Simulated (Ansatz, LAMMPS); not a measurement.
**What do other settings change for amorphous poly(phenylene sulfide) (as short chains C32S5H26) at 500 K (378 atoms)?**

Density of this cell: 1.11 g/cm³. The cell holds 378 atoms: 192 C, 30 S and 156 H. Cell: a = 17.235 Å, b = 17.235 Å, c = 17.235 Å, α = 90.0°, β = 90.0°, γ = 90.0°. 6 poly(phenylene sulfide) chains of 5 units with methyl end groups placed at random, at 1.11 g/cm³; overlaps pushed apart, then 20 ps at 800 K with MMFF94 bonds, angles, torsions, charges and radii (Halgren, J. Comput. Chem. 17, 490 (1996)) in harmonic and 12-6 forms. Snapshot after 30 ps at 500 K and fixed volume.

Geometry: as built.

Reference run: Kohn-Sham DFT, RPBE+D3(BJ), PAW (set soft_2), plane waves (Ansatz 0.2.0), cutoff 420 eV, k-mesh 2×2×2, fixed occupations.

| Item | Value |
| --- | --- |
| r.m.s. force component | 1.282 eV/Å |
| pressure | 2.315 GPa |
| gap (highest filled to lowest empty level) | 2.143 eV |
| SCF cycles | 10 |
| time | 30 s on 1 × NVIDIA H100 80GB HBM3 with 6 threads of AMD EPYC 7R13 (Zen 3), shared host |

**Question.** The cell is repeated and solved at Γ. How do error, time and memory go?
- plane waves, 378 atoms (1×1×1)
- support functions, 378 atoms (1×1×1)
- support functions, 3024 atoms (2×2×2)
- truncated density matrix, 3024 atoms (2×2×2)

Differences are against the typed cell on a 2×2×2 mesh, which samples like Γ on 3024 atoms (r.m.s. force component 1.28 eV/Å, gap 2.14 eV). Every repeated cell is solved at Γ, and forces are averaged over the copies of each atom. Hardware: 1 × NVIDIA H100 80GB HBM3 with 6 threads of AMD EPYC 7R13 (Zen 3), shared host.

```tsv
atoms	repeats	basis	Δ force, r.m.s. (meV/Å)	Δ energy (meV/atom)	less plane waves of the same size (meV/atom)	gap (eV)	spread among copies (meV/Å)	SCF cycles	time	host memory (GiB)	planned on the GPU (GiB)
378	1×1×1	plane waves	0.134	-0.013	-	2.15	-	10	4.4 s	1.5	14
378	1×1×1	support functions	3.93	-3.02	-3.0	2.15	-	13	6.8 s	1.7	7.2
3024	2×2×2	support functions	3.86	-3.04	-	2.14	0.063	21	48 s	7.3	38
3024	2×2×2	truncated density matrix	3.85	-3.04	-	-	0.06	27	56 s	7.3	47
```

With support functions, the time grows as the 0.9 power of the atom count between the two largest sizes, 378 and 3024 atoms (13 and 21 SCF cycles). The smaller run is short enough for fixed overheads to flatten this slope. At 3024 atoms truncation (run in mixed precision) changes the energy by -0.0002 meV/atom and takes 1.2 times the time of the full density matrix. At equal size the support functions lie 3.0 meV/atom below plane waves, likely because their grid holds more waves than 420 eV; no run tests this. At the largest size the support functions' forces differ from the reference by 0.30 % of the r.m.s. force, where they sample the same k-points. In some support-function runs the search for missed states was left out or partial.

[Logs are printed without paths, hosts, clocks, repeated set-up lines and the standing remarks that a program may print on its own settings, such as how far it seeks lower states.]

[Hosts, paths, dates, database ids (printed as entryN), source tags and the programs' standing remarks are cut or masked in the printed files.]

[The MMFF94 radii named for the starting cell were scaled by 0.96; in molecules described by MMFF94, hydrogen bound to N, O or S took a small fixed 12-6 site in their place.]
